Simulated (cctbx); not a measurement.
## Be3SbN with cctbx, script by script

Library: cctbx 2025.11. The data are simulated by the first script.

## 1. Simulate the data

run.py:

```python
from cctbx import adptbx, crystal, miller, sgtbx, xray
from cctbx.array_family import flex
from iotbx.shelx import hklf
from scitbx import matrix
import scitbx.random

cs = crystal.symmetry(unit_cell=(5.469, 7.789, 5.415, 90, 90, 90), space_group_symbol='Hall: -P 2ac 2n')  # Pnma
atoms = [  # label, site, U (iso, or U11 U22 U33 U12 U13 U23 in A^2), occupancy
    ("Sb1", (0.0044, 0.75, 0.9909), (0.0023, 0.0021, 0.0033, 0.0000, -0.0004, 0.0000), 1),
    ("N1", (0, 0, 0.5), (0.0076, 0.0064, 0.0082, 0.0000, 0.0019, 0.0003), 1),
    ("Be1", (0.5379, 0.75, 0.9981), (0.0071, 0.0073, 0.0072, 0.0000, -0.0006, 0.0000), 1),
    ("Be2", (0.2607, 0.0092, 0.7333), (0.0086, 0.0044, 0.0043, 0.0001, 0.0023, -0.0006), 1),
]
xs = xray.structure(crystal_symmetry=cs)
for label, site, u, occ in atoms:
    u = adptbx.u_cif_as_u_star(cs.unit_cell(), u) if isinstance(u, tuple) else u
    xs.add_scatterer(xray.scatterer(label, site=site, u=u, occupancy=occ))
xs.set_inelastic_form_factors(0.4959, "sasaki")
xs.show_summary()
p1 = xs.expand_to_p1()
ms = miller.build_set(p1, anomalous_flag=True, d_min=0.7)
flex.set_random_seed(435173)
scitbx.random.set_random_seed(435173)
ms = ms.select(flex.random_double(ms.size()) < 0.95)
i = ms.structure_factors_from_scatterers(p1, algorithm="direct").f_calc().as_intensity_array().data()
i = i * 20000 / flex.max(i)
sig = flex.sqrt(i + flex.pow2(0.03 * i) + 2 ** 2)
noise = scitbx.random.variate(scitbx.random.normal_distribution())(i.size())
data = ms.array(data=i + sig * noise, sigmas=sig).set_observation_type_xray_intensity()
with open("data.hkl", "w") as f:
    data.export_as_shelx_hklf(f)
print("reflections written:", data.size(), " <I/sigma> = %.1f" % flex.mean(data.data() / data.sigmas()))
for h, a, b in list(data.sort("data"))[:12]:
    print("%4d%4d%4d %9.1f %7.1f" % (h + (a, b)))
```

```console
$ python run.py
```

```text
Number of scatterers: 4
At special positions: 3
Unit cell: (5.469, 7.789, 5.415, 90, 90, 90)
Space group: P n m a (No. 62)
reflections written: 2690  <I/sigma> = 11.8
   0  -4   0   20564.0   616.4
   0   4   0   20074.6   616.4
  -2   0   2   19924.6   591.5
   2   0  -2   19568.3   591.5
   2   0   2   19301.4   591.5
   1  -2   1   19229.2   568.1
  -1  -2   1   19046.2   568.1
  -2   0  -2   18925.3   591.5
  -1   2   1   18759.1   568.1
   2   0   0   18649.0   562.7
  -2   0   0   18613.3   562.7
   0   0   2   18603.6   557.4
```

It took 0.26 s on 1 thread of Arm Neoverse V2, with other jobs on the host, peak memory 0.07 GiB.

## 2. Refinement (lightest element left out)

run.py:

```python
import math
from cctbx import adptbx, crystal, maptbx, sgtbx, xray
from cctbx.array_family import flex
from cctbx.xray import observations
from iotbx.shelx import hklf
from scitbx.lstbx import normal_eqns_solving
from smtbx import absolute_structure, utils
from smtbx.refinement import constraints, least_squares

cs = crystal.symmetry(unit_cell=(5.469, 7.789, 5.415, 90, 90, 90), space_group_symbol='Hall: -P 2ac 2n')  # Pnma
atoms = [  # label, site, U (iso, or U11 U22 U33 U12 U13 U23 in A^2), occupancy
    ("Sb1", (-0.0005, 0.75, 0.9941), 0.0200, 1),
    ("N1", (0, 0, 0.5), 0.0200, 1),
]
xs = xray.structure(crystal_symmetry=cs)
for label, site, u, occ in atoms:
    u = adptbx.u_cif_as_u_star(cs.unit_cell(), u) if isinstance(u, tuple) else u
    xs.add_scatterer(xray.scatterer(label, site=site, u=u, occupancy=occ))
xs.set_inelastic_form_factors(0.4959, "sasaki")
raw = hklf.reader(file_name="data.hkl").as_miller_arrays(crystal_symmetry=cs, anomalous=True)[0]
merged = raw.eliminate_sys_absent().merge_equivalents()
fo2 = merged.array().set_observation_type_xray_intensity()
print("Rint %.3f, %d unique reflections to %.2f A" % (merged.r_int(), fo2.size(), fo2.d_min()))
for sc in xs.scatterers():
    sc.flags.set_grad_site(True)
    sc.flags.set_grad_u_aniso(sc.flags.use_u_aniso())
    sc.flags.set_grad_u_iso(sc.flags.use_u_iso())
obs = fo2.as_xray_observations()
extra = {}
rep = constraints.reparametrisation(xs, [], utils.connectivity_table(xs), **extra)
ls = least_squares.crystallographic_ls(obs, rep, weighting_scheme=least_squares.mainstream_shelx_weighting(a=0, b=0))
print("cycle     R1     wR2    GooF  max shift (A)")
for cycle in range(8):
    ls.build_up()
    r1, wr2, goof = ls.r1_factor(cutoff_factor=2)[0], ls.wR2(), ls.goof()
    old = xs.sites_cart()
    normal_eqns_solving.levenberg_marquardt_iterations(ls, n_max_iterations=3, tau=1e-06, step_threshold=1e-7)
    big = flex.max((xs.sites_cart() - old).norms())
    print("%4d %7.4f %7.4f %7.3f %9.5f" % (cycle + 1, r1, wr2, goof, big))
    ls.build_up(objective_only=True)
    if abs(ls.wR2() - wr2) < 5e-5 and big < 5e-4:
        break
ls.build_up()
print("final R1 %.4f wR2 %.4f GooF %.3f  parameters %d  data/parameter %.1f" % (ls.r1_factor(cutoff_factor=2)[0], ls.wR2(), ls.goof(), ls.n_parameters, fo2.size() / ls.n_parameters))
cov = ls.covariance_matrix_and_annotations()
su = dict(zip(cov.annotations, (math.sqrt(max(v, 0)) for v in cov.matrix.matrix_packed_u_diagonal())))
a2 = cs.unit_cell().reciprocal_parameters()[0] ** -2
print("atom        x        y        z      Ueq    occ   su(xyz)  su(Uiso or U11)")
for sc in xs.scatterers():
    s = max(su.get(sc.label + k, 0) for k in (".x", ".y", ".z"))
    npd = "" if sc.is_positive_definite_u(cs.unit_cell()) else "  NPD"
    print("%-5s %8.5f %8.5f %8.5f %8.4f %6.3f %8.5f %7.4f%s" % ((sc.label,) + sc.site + (sc.u_iso_or_equiv(cs.unit_cell()), sc.occupancy, s, su.get(sc.label + ".uiso", su.get(sc.label + ".u11", 0) * a2), npd)))
fo = fo2.f_sq_as_f()
fc = fo.structure_factors_from_scatterers(xs, algorithm="direct").f_calc()
diff = fo.f_obs_minus_f_calc(1 / math.sqrt(ls.scale_factor()), fc).average_bijvoet_mates()
m = diff.fft_map(symmetry_flags=maptbx.use_space_group_symmetry, resolution_factor=0.25).apply_volume_scaling()
print("difference map: max %.2f min %.2f rms %.2f" % (m.statistics().max(), m.statistics().min(), m.statistics().sigma()))
peaks = m.peak_search(parameters=maptbx.peak_search_parameters(min_distance_sym_equiv=0.6, max_clusters=8)).all()
near = xs.closest_distances(peaks.sites(), distance_cutoff=4)
sps = cs.special_position_settings(min_distance_sym_equiv=0.5)
for k, (x, h) in enumerate(zip(peaks.sites(), peaks.heights())):
    ss = sps.site_symmetry(x)
    print("Q%-3d %7.4f %7.4f %7.4f %4d %7.2f  %.2f A from %s" % ((k + 1,) + tuple(t % 1 for t in ss.exact_site()) + (ss.multiplicity(), h, near.smallest_distances[k], xs.scatterers()[near.i_seqs[k]].label)))
```

```console
$ python run.py
```

```text
Rint 0.026, 373 unique reflections to 0.70 A
cycle     R1     wR2    GooF  max shift (A)
   1  0.2437  0.4629  19.229   0.00000
final R1 0.2437 wR2 0.4629 GooF 19.229  parameters 4  data/parameter 93.2
atom        x        y        z      Ueq    occ   su(xyz)  su(Uiso or U11)
Sb1   -0.00050  0.75000  0.99410   0.0200  1.000  0.00237  0.0012
N1     0.00000  0.00000  0.50000   0.0200  1.000  0.00000  0.0088
difference map: max 15.99 min -19.80 rms 1.87
Q1    0.0239  0.2500  0.0244    4   16.59  0.16 A from Sb1
Q2    0.0463  0.2500  0.4986    4    9.59  1.96 A from N1
Q3    0.2390  0.0097  0.7643    8    8.48  1.92 A from N1
Q4    0.1662  0.7500  0.0349    4    4.56  0.94 A from Sb1
Q5    0.0943  0.1940  0.8716    8    3.43  0.99 A from Sb1
Q6    0.0463  0.7500  0.1623    4    3.33  0.95 A from Sb1
Q7    0.1052  0.6974  0.1059    8    3.13  0.93 A from Sb1
Q8    0.0920  0.6451  0.9603    8    2.92  0.98 A from Sb1
```

Time: 0.37 s.

Figures of merit this high mean that the model is still wrong or incomplete.

## 3. Refinement (whole model)

run.py, as its changes from the last script of this kind:

```diff
@@ -13,0 +14,2 @@
+    ("Be1", (0.5375, 0.75, 0.9948), 0.0200, 1),
+    ("Be2", (0.2561, 0.0071, 0.7317), 0.0200, 1),
@@ -58 +60 @@
-peaks = m.peak_search(parameters=maptbx.peak_search_parameters(min_distance_sym_equiv=0.6, max_clusters=8)).all()
+peaks = m.peak_search(parameters=maptbx.peak_search_parameters(min_distance_sym_equiv=0.6, max_clusters=6)).all()
```

```console
$ python run.py
```

```text
Rint 0.026, 373 unique reflections to 0.70 A
cycle     R1     wR2    GooF  max shift (A)
   1  0.2198  0.4391  18.415   0.03397
   2  0.0129  0.0329   1.379   0.00373
   3  0.0122  0.0314   1.315   0.00000
final R1 0.0122 wR2 0.0314 GooF 1.315  parameters 11  data/parameter 33.9
atom        x        y        z      Ueq    occ   su(xyz)  su(Uiso or U11)
Sb1    0.00436  0.75000  0.99093   0.0026  1.000  0.00002  0.0001
N1     0.00000  0.00000  0.50000   0.0072  1.000  0.00000  0.0005
Be1    0.53749  0.75000  0.99897   0.0063  1.000  0.00065  0.0005
Be2    0.26136  0.00933  0.73275   0.0056  1.000  0.00042  0.0005
difference map: max 1.53 min -0.95 rms 0.14
Q1    0.0221  0.7500  0.9203    4    1.64  0.39 A from Sb1
Q2    0.0130  0.2500  0.9327    4    1.48  0.42 A from Sb1
Q3    0.1588  0.0078  0.2641    8    0.42  0.49 A from Be2
Q4    0.1701  0.2500  0.0482    4    0.42  0.98 A from Sb1
Q5    0.0670  0.7500  0.7518    4    0.41  1.34 A from Sb1
Q6    0.1724  0.7500  0.4509    4    0.39  0.79 A from Be1
```

Time: 0.43 s.

## 4. Simulate the data

run.py, as its changes from the last script of this kind:

```diff
@@ -18 +18 @@
-xs.set_inelastic_form_factors(0.4959, "sasaki")
+xs.switch_to_neutron_scattering_dictionary()
@@ -21 +21 @@
-ms = miller.build_set(p1, anomalous_flag=True, d_min=0.7)
+ms = miller.build_set(p1, anomalous_flag=True, d_min=0.8)
@@ -26 +26 @@
-i = i * 20000 / flex.max(i)
+i = i * 5000 / flex.max(i)
```

```console
$ python run.py
```

```text
Number of scatterers: 4
At special positions: 3
Unit cell: (5.469, 7.789, 5.415, 90, 90, 90)
Space group: P n m a (No. 62)
reflections written: 1790  <I/sigma> = 7.7
   0  -4   0    5193.7   165.8
   2   0  -2    4952.6   156.1
  -2   0  -2    4747.1   156.1
   2   0   2    4710.0   156.1
   0   4   0    4708.2   165.8
  -2   0   2    4549.2   156.1
   0   0   4    4475.3   147.7
   2  -4  -2    4474.7   145.9
  -2  -4  -2    4472.5   145.9
  -2   4   2    4472.1   145.9
   2  -4   2    4464.4   145.9
  -2  -4   2    4384.8   145.9
```

Time: 0.26 s.

## 5. Refinement (lightest element left out)

run.py, as its changes from the last script of this kind:

```diff
@@ -12 +12 @@
-    ("Sb1", (-0.0005, 0.75, 0.9941), 0.0200, 1),
+    ("Sb1", (0.0033, 0.75, 0.9967), 0.0200, 1),
@@ -14,2 +13,0 @@
-    ("Be1", (0.5375, 0.75, 0.9948), 0.0200, 1),
-    ("Be2", (0.2561, 0.0071, 0.7317), 0.0200, 1),
@@ -21 +19 @@
-xs.set_inelastic_form_factors(0.4959, "sasaki")
+xs.switch_to_neutron_scattering_dictionary()
@@ -60 +58 @@
-peaks = m.peak_search(parameters=maptbx.peak_search_parameters(min_distance_sym_equiv=0.6, max_clusters=6)).all()
+peaks = m.peak_search(parameters=maptbx.peak_search_parameters(min_distance_sym_equiv=0.6, max_clusters=8)).all()
```

```console
$ python run.py
```

```text
Rint 0.042, 253 unique reflections to 0.80 A
cycle     R1     wR2    GooF  max shift (A)
   1  0.8025  0.9326  23.833   1.33512
   2  0.5863  0.8195  20.944   0.03816
   3  0.5852  0.8385  21.429   0.03147
   4  0.5686  0.8242  21.063   0.01690
   5  0.5674  0.8258  21.103   0.00642
   6  0.5671  0.8267  21.127   0.00263
   7  0.5668  0.8262  21.114   0.00025
final R1 0.5668 wR2 0.8262 GooF 21.114  parameters 4  data/parameter 63.2
atom        x        y        z      Ueq    occ   su(xyz)  su(Uiso or U11)
Sb1    0.22653  0.75000  0.92833   0.0077  1.000  0.00586  0.0075
N1     0.00000  0.00000  0.50000   0.0001  1.000  0.00000  0.0061
difference map: max 61.80 min -26.31 rms 5.64
Q1    0.0000  0.0000  0.5000    4   61.80  0.00 A from N1
Q2    0.2424  0.2500  0.2443    4   47.04  1.01 A from Sb1
Q3    0.0000  0.0000  0.0000    4   42.42  2.34 A from Sb1
Q4    0.2272  0.2500  0.7599    4   39.96  1.81 A from Sb1
Q5    0.2500  0.9982  0.7560    8   28.91  1.90 A from N1
Q6    0.0080  0.2500  0.5016    4   18.29  1.51 A from Sb1
Q7    0.1669  0.7500  0.6061    4   16.51  1.78 A from Sb1
Q8    0.0183  0.7500  0.9973    4   16.00  1.20 A from Sb1
```

Time: 0.64 s.

Figures of merit this high mean that the model is still wrong or incomplete.

## 6. Refinement (whole model)

run.py, as its changes from the last script of this kind:

```diff
@@ -13,0 +14,2 @@
+    ("Be1", (0.5394, 0.75, 0.9974), 0.0200, 1),
+    ("Be2", (0.2652, 0.0067, 0.7314), 0.0200, 1),
@@ -58 +60 @@
-peaks = m.peak_search(parameters=maptbx.peak_search_parameters(min_distance_sym_equiv=0.6, max_clusters=8)).all()
+peaks = m.peak_search(parameters=maptbx.peak_search_parameters(min_distance_sym_equiv=0.6, max_clusters=6)).all()
```

```console
$ python run.py
```

```text
Rint 0.042, 253 unique reflections to 0.80 A
cycle     R1     wR2    GooF  max shift (A)
   1  0.1403  0.2935   7.607   0.03383
   2  0.0294  0.0727   1.885   0.00005
final R1 0.0294 wR2 0.0727 GooF 1.885  parameters 11  data/parameter 23.0
atom        x        y        z      Ueq    occ   su(xyz)  su(Uiso or U11)
Sb1    0.00446  0.75000  0.99066   0.0029  1.000  0.00031  0.0004
N1     0.00000  0.00000  0.50000   0.0079  1.000  0.00000  0.0004
Be1    0.53770  0.75000  0.99834   0.0077  1.000  0.00024  0.0004
Be2    0.26057  0.00928  0.73325   0.0063  1.000  0.00015  0.0003
difference map: max 1.20 min -0.81 rms 0.18
Q1    0.1609  0.9946  0.2637    8    1.23  0.46 A from Be2
Q2    0.1814  0.0082  0.6958    8    1.02  0.48 A from Be2
Q3    0.0499  0.9993  0.5620    8    0.81  0.43 A from N1
Q4    0.9957  0.0821  0.6690    8    0.51  1.12 A from N1
Q5    0.9914  0.2500  0.3381    4    0.51  0.88 A from Be1
Q6    0.2401  0.0995  0.0981    8    0.45  1.12 A from Be2
```

It took 0.41 s on 1 thread of Arm Neoverse V2, with other jobs on the host, peak memory 0.09 GiB.

[Logs are printed without paths, hosts, clocks, repeated set-up lines and the standing remarks that a program may print on its own settings, such as how far it seeks lower states.]
